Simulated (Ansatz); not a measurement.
# 1T-SiO2 monolayer in a perpendicular field

Wanted: the out-of-plane response of the 1T-SiO2 monolayer. A positive field points along +c.

Program: Ansatz 0.2.0. Level of theory: plane-wave DFT, PBE-D3(BJ), Ansatz PAW (set soft_1); PAW set soft_1. Results are calculated unless marked as measured.

## 1. Starting point

The cell holds 3 atoms: 2 O and 1 Si. Cell: a = 2.422 Å, b = 2.422 Å, c = 34.759 Å, α = 90.0°, β = 90.0°, γ = 120.0°. Vacuum lies along c.

## 2. Relaxing the slab

The starting cell is a guess, so the in-plane lattice and the atoms are relaxed first, with the slab cut off from its images along the normal.

File input.yaml:

```yaml
crystal:
  lattice:
    - [2.421797, 0.0, 0.0]
    - [-1.2108985, 2.0973377248, 0.0]
    - [0.0, 0.0, 34.7590400001]
  atoms:
    - { symbol: O, position: [0.6666666667, 0.3333333333, 0.4732581797] }
    - { symbol: Si, position: [0.0, 0.0, 0.5] }
    - { symbol: O, position: [0.3333333333, 0.6666666667, 0.5267418203] }
  periodic: [true, true, false]
kpoints:
  mp_grid: { grid: [18, 18, 1] }
hamiltonian:
  xc: pbe
  dispersion: d3bj
  pseudopotentials: { kind: paw, azcp: { folder: soft_1 } }
scf:
  occupations: { method: fermi_dirac, width: 0.05 }
  convergence: { dr2_threshold: 1.0e-09 }
relax:
  f_tol: 0.004
  max_steps: 90
  cell: {}
output:
  write_potential: true
  write_density: true
  volumetric_format: npy
```

The run is started by

```bash
ansatz run input.yaml --threads 2 --pin off --max-ram 3072MiB --backend cpu --events-out ev --progress --plain --runs-dir out
```

Numbers of over 12 decimals in the logs are rounded to 6 here.

The program printed:

```text
Warning: relax.cell: scf.convergence.dr2_threshold = 1e-9 eV is looser than the 2.13315388609e-10 eV advised for a relaxation that steers and ends on the stress (1e-10 eV for each atom of the cell: 3, times the square of relax.cell.stress_2d_tol = 0.05 N/m over 11.9 Å (the atoms' height at the walk's start and 5 Å past either face), 4.216e-2 GPa, over a crystal's default 0.05). What an SCF threshold leaves in a stress goes as its square root, and in the free energy as the threshold itself, and one threshold admits the most on a small cell: [figures from the program's tests cut] Set scf.convergence.dr2_threshold to 2.13315388609e-10 eV or tighter. [rest of the remark cut]
Engine: ansatz 0.2.0, aarch64-unknown-linux-gnu
Pseudopotentials: kind: paw
Pseudopotential: O, paw, valence charge 6, recommended cutoff 420 eV (normal), soft_1/O.paw.azcp
Pseudopotential: Si, paw, valence charge 4, recommended cutoff 420 eV (normal), soft_1/Si.paw.azcp
Functional definition: PBE
  parameter kappa = 0.804
  parameter beta = 0.066725
  exchange = pbe_x(kappa = kappa, mu = beta*pi^2/3)
  correlation = pbe_c(beta = beta)
Crystal: 3 atoms, lattice volume = 176.553 Å³
Basis set: ecut = 420 eV, 3351 PW (Γ), exchange–correlation on 36×36×480 points (8 copies of the dense FFT grid, shifted against one another)
Bands: 12, of which v1, the nominal top of the filled ones, is band 8 counted from 1 (7 counted from 0)
Symmetry: 12 space group operations
Space group: P-3m1 (ITA 164), of the structure as read, at distance tolerance 5.6e-5 Å
k-points: 37 of 324
Non-local potential: O, projectors of the file, l = 0: 2, l = 1: 2, l = 2: 1
Non-local potential: Si, projectors of the file, l = 0: 2, l = 1: 2, l = 2: 1
PAW form: soft (Blöchl's): semilocal exchange-correlation on the pseudo side does not see the compensation charge
PAW one-centre angular grid: O, 110 points (default); XC on 64 Gauss nodes
PAW one-centre angular grid: Si, 110 points (default); XC on 64 Gauss nodes
Initial density: superposition of atomic densities (neutral atoms: chi_scale 0, normalization atom)
Initial wavefunctions: pseudopotential atomic-orbital guess
Functional: x = pbe(κ = 0.804, μ = 0.219515), c = pbe(β = 0.066725)
SCF iter   1: F=—  HF=-1774.248252 eV  |F-HF|=—  |Δ(HF+E_count)|=         —  Δρ=7.18e-2  dr2=6.79e0  ethr=3.10e-3  ⟨swp⟩=18.2  Hψ=7242  notcnv=0
preconditioner: auto → Resta (q_TF=auto, 1.829 Å⁻¹)  ε∞=1.3  [insulator: Δε(μ)=11.752 eV  Ē_g=22.215 eV  σ=0.050 eV  W_gap=1.00  n_scr=20 (ndim 8)  ℏωp=11.2 eV  f_vac=0.836  D(μ)=0.00/eV (n_scr^D=0)  ε∞_Penn≈1.3  vacuum switching on, ρ_ref=3.6e-2 e/Å³]
SCF iter   2: F=—  HF=-1772.119335 eV  |F-HF|=—  |Δ(HF+E_count)|=    2.13e0  Δρ=2.22e-2  dr2=3.66e-1  ethr=3.10e-3  ⟨swp⟩=6.0  Hψ=2133  notcnv=0
SCF iter   3: F=—  HF=-1772.041301 eV  |F-HF|=—  |Δ(HF+E_count)|=   7.80e-2  Δρ=9.30e-3  dr2=5.48e-2  ethr=2.29e-3  ⟨swp⟩=4.1  Hψ=1222  notcnv=0
SCF iter   4: F=—  HF=-1772.047463 eV  |F-HF|=—  |Δ(HF+E_count)|=   6.16e-3  Δρ=2.31e-3  dr2=5.52e-3  ethr=3.42e-4  ⟨swp⟩=4.2  Hψ=1114  notcnv=0
SCF iter   5: F=—  HF=-1772.047757 eV  |F-HF|=—  |Δ(HF+E_count)|=   2.94e-4  Δρ=2.69e-4  dr2=5.64e-5  ethr=3.45e-5  ⟨swp⟩=3.6  Hψ=1138  notcnv=0
SCF iter   6: F=—  HF=-1772.047847 eV  |F-HF|=—  |Δ(HF+E_count)|=   9.07e-5  Δρ=1.10e-4  dr2=7.57e-6  ethr=3.52e-7  ⟨swp⟩=4.1  Hψ=1203  notcnv=0
SCF iter   7: F=—  HF=-1772.047843 eV  |F-HF|=—  |Δ(HF+E_count)|=   4.07e-6  Δρ=3.73e-5  dr2=8.59e-7  ethr=4.73e-8  ⟨swp⟩=2.7  Hψ=772  notcnv=0
SCF iter   8: F=—  HF=-1772.047834 eV  |F-HF|=—  |Δ(HF+E_count)|=   8.81e-6  Δρ=2.04e-6  dr2=6.05e-9  ethr=5.37e-9  ⟨swp⟩=3.4  Hψ=1018  notcnv=0
SCF iter   9: F=-1772.047834 eV  HF=-1772.047834 eV  |F-HF|=4.73e-11  |Δ(HF+E_count)|=   1.71e-9  Δρ=3.10e-7  dr2=1.18e-10  ethr=6.25e-12  ⟨swp⟩=15.6  Hψ=4419  notcnv=0
SCF 1 converged in 9 iterations: F = -1772.047834 eV  dr2 = 1.18e-10
  greatest PAW one-centre occupation: 0.876 electrons in one spin orbital (limit 2), on the O atom at site 2 (counted from 0), in its partial waves of l = 0
relax step   1: F+E_penalty+E_count = -1772.04783442 eV  Δ(F+E_penalty+E_count) = +0.000e0 eV  max|allowed force component| = 2.420e0 eV/Å  Δτ_max = 0.0000 Å  P = +49.546 N/m  Ω = 176.553 Å³  fix = [c, alpha, beta]  reactions: c +0.000 N/m  (9 SCF iters, accepted)
Crystal: 3 atoms, lattice volume = 189.866 Å³
Basis set: ecut = 420 eV, 3711 PW (Γ), exchange–correlation on 36×36×480 points (8 copies of the dense FFT grid, shifted against one another)
Initial density: handed on by an earlier stage of this run
Initial wavefunctions: those handed on with the density
iter 1 solved again at ethr=4.77e-4 eV; its pass at ethr=3.10e-3 eV (dr2=7.64e-2 eV) is discarded
SCF iter   1: F=—  HF=-1772.949580 eV  |F-HF|=—  |Δ(HF+E_count)|=         —  Δρ=6.90e-3  dr2=7.56e-2  ethr=4.77e-4  ⟨swp⟩=2.3  Hψ=5211  notcnv=0
preconditioner: auto → Resta (q_TF=auto, 1.806 Å⁻¹)  ε∞=1.3  [insulator: Δε(μ)=8.167 eV  Ē_g=19.035 eV  σ=0.050 eV  W_gap=1.00  n_scr=18 (ndim 8)  ℏωp=10.8 eV  f_vac=0.853  D(μ)=0.00/eV (n_scr^D=0)  ε∞_Penn≈1.3  vacuum switching on, ρ_ref=2.6e-2 e/Å³]
SCF iter   2: F=—  HF=-1772.924115 eV  |F-HF|=—  |Δ(HF+E_count)|=   2.55e-2  Δρ=1.94e-3  dr2=4.00e-3  ethr=4.72e-4  ⟨swp⟩=4.7  Hψ=1319  notcnv=0  defer=1
SCF iter   3: F=—  HF=-1772.922902 eV  |F-HF|=—  |Δ(HF+E_count)|=   1.21e-3  Δρ=8.04e-4  dr2=6.47e-4  ethr=2.50e-5  ⟨swp⟩=3.9  Hψ=1154  notcnv=0
SCF iter   4: F=—  HF=-1772.922809 eV  |F-HF|=—  |Δ(HF+E_count)|=   9.31e-5  Δρ=1.91e-4  dr2=2.80e-5  ethr=4.05e-6  ⟨swp⟩=3.0  Hψ=828  notcnv=0
SCF iter   5: F=—  HF=-1772.922837 eV  |F-HF|=—  |Δ(HF+E_count)|=   2.79e-5  Δρ=2.84e-5  dr2=7.45e-7  ethr=1.75e-7  ⟨swp⟩=3.7  Hψ=1084  notcnv=0
SCF iter   6: F=—  HF=-1772.922827 eV  |F-HF|=—  |Δ(HF+E_count)|=   9.56e-6  Δρ=6.62e-6  dr2=4.93e-8  ethr=4.66e-9  ⟨swp⟩=3.5  Hψ=1082  notcnv=0
SCF iter   7: F=-1772.922827 eV  HF=-1772.922827 eV  |F-HF|=4.75e-11  |Δ(HF+E_count)|=   1.04e-8  Δρ=3.02e-7  dr2=5.15e-11  ethr=6.25e-12  ⟨swp⟩=12.6  Hψ=4679  notcnv=0
SCF 2 converged in 7 iterations: F = -1772.922827 eV  dr2 = 5.15e-11
  greatest PAW one-centre occupation: 0.871 electrons in one spin orbital (limit 2), on the O atom at site 2 (counted from 0), in its partial waves of l = 0
relax step   2: F+E_penalty+E_count = -1772.92282694 eV  Δ(F+E_penalty+E_count) = -8.750e-1 eV  max|allowed force component| = 1.551e0 eV/Å  Δτ_max = 0.0077 Å  P = +27.763 N/m  Ω = 189.866 Å³  energy of the carried Pulay correction = -5.596e-3 eV  fix = [c, alpha, beta]  reactions: c +0.000 N/m  (7 SCF iters, accepted)
Crystal: 3 atoms, lattice volume = 208.136 Å³
[...]
relax step   5: F+E_penalty+E_count = -1773.47570749 eV  Δ(F+E_penalty+E_count) = -1.439e-3 eV  max|allowed force component| = 8.058e-2 eV/Å  Δτ_max = 0.0042 Å  P = +0.001 N/m  Ω = 214.374 Å³  energy of the carried Pulay correction = -1.491e-2 eV  fix = [c, alpha, beta]  reactions: c +0.000 N/m  (6 SCF iters, accepted)
relax step   6: F+E_penalty+E_count = -1773.47588563 eV  Δ(F+E_penalty+E_count) = -1.781e-4 eV  max|allowed force component| = 8.718e-3 eV/Å  Δτ_max = 0.0029 Å  P = -0.029 N/m  Ω = 214.591 Å³  energy of the carried Pulay correction = -1.498e-2 eV  fix = [c, alpha, beta]  reactions: c -0.000 N/m  (5 SCF iters, accepted)
relax step   7: F+E_penalty+E_count = -1773.47589396 eV  Δ(F+E_penalty+E_count) = -8.338e-6 eV  max|allowed force component| = 3.424e-5 eV/Å  Δτ_max = 0.0003 Å  P = -0.001 N/m  Ω = 214.576 Å³  energy of the carried Pulay correction = -1.498e-2 eV  fix = [c, alpha, beta]  reactions: c -0.000 N/m  (5 SCF iters, accepted)
relax step   8: F+E_penalty+E_count = -1773.54428594 eV  Δ(F+E_penalty+E_count) = -6.839e-2 eV  max|allowed force component| = 1.832e-2 eV/Å  Δτ_max = 0.0000 Å  P = +1.979 N/m  Ω = 214.576 Å³  fix = [c, alpha, beta]  reactions: c +0.000 N/m  stress off target by 1.98e0 N/m on what of the cell is left free  SCF on the basis re-selected at this cell (its energy is not comparable with the rows above)  (6 SCF iters)
relax step   9: F+E_penalty+E_count = -1773.54829706 eV  Δ(F+E_penalty+E_count) = -4.011e-3 eV  max|allowed force component| = 2.470e-4 eV/Å  Δτ_max = 0.0035 Å  P = +0.275 N/m  Ω = 217.070 Å³  energy of the carried Pulay correction = -9.348e-4 eV  fix = [c, alpha, beta]  reactions: c +0.000 N/m  (7 SCF iters, accepted)
relax step  10: F+E_penalty+E_count = -1773.54824007 eV  Δ(F+E_penalty+E_count) = +5.699e-5 eV  max|allowed force component| = 2.423e-3 eV/Å  Δτ_max = 0.0008 Å  P = +0.017 N/m  Ω = 217.475 Å³  energy of the carried Pulay correction = -1.096e-3 eV  fix = [c, alpha, beta]  reactions: c +0.000 N/m  (6 SCF iters, accepted)
iter 1 solved again at ethr=9.19e-7 eV; its pass at ethr=3.10e-3 eV (dr2=1.47e-4 eV) is discarded
SCF iter   1: F=—  HF=-1773.549132 eV  |F-HF|=—  |Δ(HF+E_count)|=         —  Δρ=4.24e-5  dr2=4.88e-7  ethr=9.19e-7  ⟨swp⟩=5.7  Hψ=8305  notcnv=0
preconditioner: auto → Resta (q_TF=auto, 1.766 Å⁻¹)  ε∞=1.3  [insulator: Δε(μ)=6.730 eV  Ē_g=17.857 eV  σ=0.050 eV  W_gap=1.00  n_scr=18 (ndim 8)  ℏωp=10.1 eV  f_vac=0.849  D(μ)=0.00/eV (n_scr^D=0)  ε∞_Penn≈1.3  vacuum switching on, ρ_ref=2.3e-2 e/Å³]
SCF iter   2: F=—  HF=-1773.549324 eV  |F-HF|=—  |Δ(HF+E_count)|=   1.92e-4  Δρ=1.94e-5  dr2=1.42e-7  ethr=3.05e-9  ⟨swp⟩=4.3  Hψ=1287  notcnv=0
SCF iter   3: F=—  HF=-1773.549373 eV  |F-HF|=—  |Δ(HF+E_count)|=   4.85e-5  Δρ=8.61e-6  dr2=1.96e-8  ethr=8.86e-10  ⟨swp⟩=3.0  Hψ=889  notcnv=0
iter 4 met the thresholds in force, and the SCF goes on: an eigenvalue changes by 2.25 meV, over its tolerance of 1.05 meV (output.eigenvalues, Limitations)
SCF iter   4: F=-1773.549394 eV  HF=-1773.549394 eV  |F-HF|=2.32e-7  |Δ(HF+E_count)|=   2.12e-5  Δρ=5.61e-7  dr2=3.52e-10  ethr=6.25e-12  ⟨swp⟩=20.5  Hψ=5995  notcnv=0
iter 5 met the thresholds in force, and the SCF goes on: an eigenvalue changes by 1.61 meV, over its tolerance of 1.02 meV (output.eigenvalues, Limitations)
SCF iter   5: F=-1773.549394 eV  HF=-1773.549394 eV  |F-HF|=4.90e-9  |Δ(HF+E_count)|=   2.27e-7  Δρ=8.96e-8  dr2=2.22e-11  ethr=2.20e-12  ⟨swp⟩=11.9  Hψ=4026  notcnv=0
Mixer restart at iter 5: flushing history
SCF iter   6: F=-1773.549394 eV  HF=-1773.549394 eV  |F-HF|=4.91e-11  |Δ(HF+E_count)|=   4.91e-9  Δρ=1.01e-7  dr2=3.42e-11  ethr=1.00e-12  ⟨swp⟩=9.4  Hψ=3630  notcnv=0
SCF 11 converged in 6 iterations: F = -1773.549394 eV  dr2 = 3.42e-11
relax step  11: F+E_penalty+E_count = -1773.54939414 eV  Δ(F+E_penalty+E_count) = -1.154e-3 eV  max|allowed force component| = 2.893e-3 eV/Å  Δτ_max = 0.0000 Å  P = +0.030 N/m  Ω = 217.475 Å³  fix = [c, alpha, beta]  reactions: c +0.000 N/m  stress off target by 3.04e-2 N/m on what of the cell is left free  SCF on the basis re-selected at this cell (its energy is not comparable with the rows above)  (6 SCF iters)
basis re-selected at this cell: Δ(F+E_penalty+E_count) = -1.154e-3 eV, ΔP = +0.013 N/m vs the last step (what re-selecting the basis moved, of the pressure what is left beyond the Pulay correction that the steps carried, after the strain that the cell walked since its last selection, with what the two solves' SCF thresholds leave and, on support functions, any second-order correction that the steps lacked; it is no m [...]
WARN: The output density's exchange-correlation potential varies sharply where the density is thin. Do not read a vacuum level from v_tot or v_xc, or from such a field of the output density. On a cell that repeats whose density bears no net charge and no dipole along the vacuum's axis use v_es (v_loc + v_h of the components); under efield.dipole_correction with no amplitude use v_es + v_field, which holds any externa [...]
SCF converged after 6 iterations
an eigenvalue changed by more than its tolerance at an iteration that met the thresholds in force, so the SCF went on 2 times, its first undamped step at iteration 5: the last check found none over its tolerance
Free energy (F): -1773.549394 eV
Harris-Foulkes:  -1773.549394 eV  (|F-HF|=4.91e-11)
Internal energy: -1773.549394 eV  (E = F + TS)
E sigma→0 (E₀):  -1773.549394 eV
Fermi energy:    -5.534780 eV
--- Per-component energies (eV) ---
  E_band       = -254.595087
  E_kinetic    = 391.041399
  E_local      = -28928.963845  (includes V_loc(G=0)·N_el)
  E_nonlocal   = 124.297385
  E_hartree    = 14241.646112
  E_xc         = -202.528509
  E_vxc        = -234.643008  (∫ρ·V_xc dr)
  E_paw        = -837.958930  (= ΣΔE_a)
  E_vpaw       = -89.621024  (= ΣTr[D̂ρ^β])
  E_aug_tail   = 0.001589  (compensation charges beyond the density's cutoff)
  E_ewald      = 13439.303479
  E_disp       = -0.388074  (pairwise vdW)
  E_smearing   = -0.000000  (= −TS)
  E_closure    = 0.000000  (closes the sum)
  Σ components = -1773.549394   (vs F -1773.549394, Δ=0.00e0)
--- Forces (eV/Å), atoms counted from 1 ---
  atom   1  O     -0.00000000    -0.00000000    -0.00289288
  atom   2  Si     0.00000000     0.00000000     0.00000000
  atom   3  O      0.00000000     0.00000000     0.00289288
  max |Σ_I F_I| component: 9.25e-18 eV/Å
--- 2D stress c σ (N/m, compression-positive) ---
        0.030352       0.000000       0.000000
       -0.000000       0.030352       0.000000
        0.000000       0.000000       0.000000
  P = ½ c Tr σ = 0.0304 N/m
--- Band table (eV; the first three rows and the last of 37) ---
  k-point 0: bands = [... 4 lower, -10.8888, -9.8307, -9.8307, -9.5714, -2.2663, -0.5295 (-0.5295°), -0.1741, -0.0871]
  k-point 1: bands = [... 4 lower, -10.9733, -10.0105, -9.8201, -9.4280, -2.0661, -0.4090 (-0.4090°), -0.0467, -0.0019]
  k-point 2: bands = [... 4 lower, -11.1908, -10.4779, -9.8120, -9.2102, -1.5517 (-1.5517°), -0.1265 (-0.1266°), 0.2414, 0.3482]
  k-point 36: bands = [... 4 lower, -14.5069, -12.9018, -9.5994, -9.5994, 1.7133, 5.0369, 5.0541, 5.0541]
  ° read free of the cell's end (the report's vacuum.weakly_bound_levels)
--- Relaxed structure (9 steps of the walk, 9 accepted, 2 SCFs on fresh bases) ---
  F+E_penalty+E_count = -1773.54939414 eV   max|allowed force component| = 2.893e-3 eV/Å   (the final SCF, on the basis selected at the relaxed cell)
  cell:  # Å, volume = 217.4748 Å³
    - [2.687852, 0, 0.0]
    - [-1.343926, 2.327748, 0.0]
    - [0.0, 0.0, 34.7590400001]
  atoms:
    - { symbol: O, position: [0.666667, 0.333333, 0.473603] }
    - { symbol: Si, position: [0, 0, 0.500000] }
    - { symbol: O, position: [0.333333, 0.666667, 0.526397] }
```

Elapsed: 25 s, on 2 threads of Arm Neoverse V2, shared host; peak memory 0.46 GiB; 48 s of CPU time.

The steps of the relaxation:

```
step  energy less that of the first step (eV)  largest force component (eV/Å)  volume (Å³)
   1                                   0.0000                          2.4199       176.55
   2                                  -0.8750                          1.5507       189.87
   3                                  -1.3949                          0.4181       208.14
   4                                  -1.4264                          0.0336       215.86
   5                                  -1.4279                          0.0806       214.37
   6                                  -1.4281                          0.0087       214.59
   7                                  -1.4281                          0.0000       214.58
  8*                                  -1.4965                          0.0183       214.58
   9                                  -1.5005                          0.0002       217.07
  10                                  -1.5004                          0.0024       217.47
 11*                                  -1.5016                          0.0029       217.47
```

Relaxation steps marked * repeat the geometry before them on a plane-wave basis chosen anew for their cell, so energy and pressure can jump there.

Forces are held to the 12 operations that the run works with; a distortion that breaks them can't arise in this run.

```
cell as run  before  after   change
      a (Å)   2.422  2.688  +11.0 %
      b (Å)   2.422  2.688  +11.0 %
```

The atoms that moved most (Å, along periodic axes as changes of fractional coordinates times the final cell, across vacuum about the mean position):

```
atom     dx     dy      dz  length
  O1  0.000  0.000   0.012   0.012
  O3  0.000  0.000  -0.012   0.012
```

The relaxed structure:

```cif
data_structure
_symmetry_space_group_name_H-M 'P 1'
_symmetry_Int_Tables_number 1
_cell_length_a 2.6879
_cell_length_b 2.6879
_cell_length_c 34.7590
_cell_angle_alpha 90.000
_cell_angle_beta 90.000
_cell_angle_gamma 120.000
_cell_volume 217.47
loop_
_atom_site_label
_atom_site_type_symbol
_atom_site_fract_x
_atom_site_fract_y
_atom_site_fract_z
_atom_site_occupancy
O1 O 0.66667 0.33333 0.47360 1
Si2 Si 0.00000 0.00000 0.50000 1
O3 O 0.33333 0.66667 0.52640 1
```

This step gave:

```yaml
gap_on_the_k_mesh: 6.730 eV
```

The lattice constant a goes from 2.422 to 2.688 Å.

(Continued in part 2 of 2.)

[Logs are printed without paths, hosts, clocks, repeated set-up lines and the standing remarks that a program may print on its own settings, such as how far it seeks lower states.]

[Hosts, paths, dates, database ids (printed as entryN), source tags and the programs' standing remarks are cut or masked in the printed files.]

[Maps of the electrostatic potential energy from Ansatz leave out the sawtooth potential of an applied field or a dipole correction, so their vacuum need not be flat; planar profiles and work functions include it.]
